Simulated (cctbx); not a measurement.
# Interatomic vectors of NaIn2CuSe4

Space group I-4 (no. 82), a = 6.0360 Å, b = 6.0360 Å, c = 11.5780 Å, α = 90.00°, β = 90.00°, γ = 90.00°, content In4 Se8 Cu2 Na2.

The data are simulated with cctbx, not measured: Mo Kα, λ = 0.71073 Å, to d = 0.77 Å, 80 % of the full sphere, strongest reflection 5000 counts, noise from counting, a 4 % proportional error and a noise floor of 4 counts (s.d.); no absorption.

Patterson synthesis from sharpened amplitudes, origin scaled to 1000:

```text
Patterson group I 4/m
      u       v       w   height  length (A)
  0.000   0.000   0.000   1000.0     0.00
  0.000   0.500   0.250    696.1     4.18
  0.000   0.000   0.500    569.9     5.79
  0.248   0.260   0.124    353.3     2.60
  0.131   0.129   0.000     50.0     1.11
 -0.001   0.124   0.071     47.1     1.11
  0.000   0.000   0.400     41.9     4.63
  0.000   0.000   0.094     40.3     1.09
 -0.004   0.194   0.000     39.2     1.17
  0.000   0.500   0.147     34.0     3.47
  0.131   0.368   0.248     33.6     3.72
 -0.007   0.369   0.320     31.9     4.32
  0.011   0.305   0.257     30.8     3.50
  0.131   0.283   0.046     29.0     1.96
```

Q: Assign the vectors.

A peak at u stands for all pairs with xi − xj = u, with weight Σ ZiZj against Σ Z² = 20776 at the origin. Peak heights follow these weights only roughly, since form factors, motion and series ripples differ, all vectors within 0.55 Å of a peak are counted as merged into it though the farther ones add only part of their weight, and F(000) is left out, which lowers the whole map:

| u | v | w | shortest length (Å) | height | 1000 ΣZiZj/ΣZ² | pairs in the cell |
| --- | --- | --- | --- | --- | --- | --- |
| 0.000 | 0.500 | 0.250 | 4.18 | 696 | 896 | 8 × Se–Se, 2 × In–In, 2 × In–Cu, 2 × In–Na, 2 × Cu–Na |
| 0.000 | 0.000 | 0.500 | 4.27 | 570 | 822 | 8 × Se–Se, 4 × In–Cu, 4 × In–Na |
| 0.248 | 0.260 | 0.124 | 2.60 | 353 | 452 | 4 × In–Se, 2 × Se–Cu, 2 × Se–Na |
| 0.131 | 0.129 | 0.000 | 1.11 | 50 | 0 | none within 0.55 Å |
| -0.001 | 0.124 | 0.071 | 1.11 | 47 | 0 | none within 0.55 Å |

The table stops at ten peaks or at a height of 45, below which ripples compete. In the model behind the data In, the heaviest element, has 2 independent sites: (1/2, 1/2, 0) and (0, 1/2, 1/4), up to an allowed shift of origin; the In–In vectors are differences of these positions and their symmetry mates. The whole model:

```
atom  mult.       x       y       z  Ueq (Å²)
 In1      2     1/2     1/2       0    0.0053
 In2      2       0     1/2     1/4    0.0071
 Se1      8  0.2315  0.7624  0.1175    0.0155
 Cu1      2       0       0       0    0.0105
 Na1      2     1/2       0     1/4    0.0160
```

This is a model crystal, built by substitution and not relaxed, with assumed displacement parameters.

[Logs are printed without paths, hosts, clocks, repeated set-up lines and the standing remarks that a program may print on its own settings, such as how far it seeks lower states.]
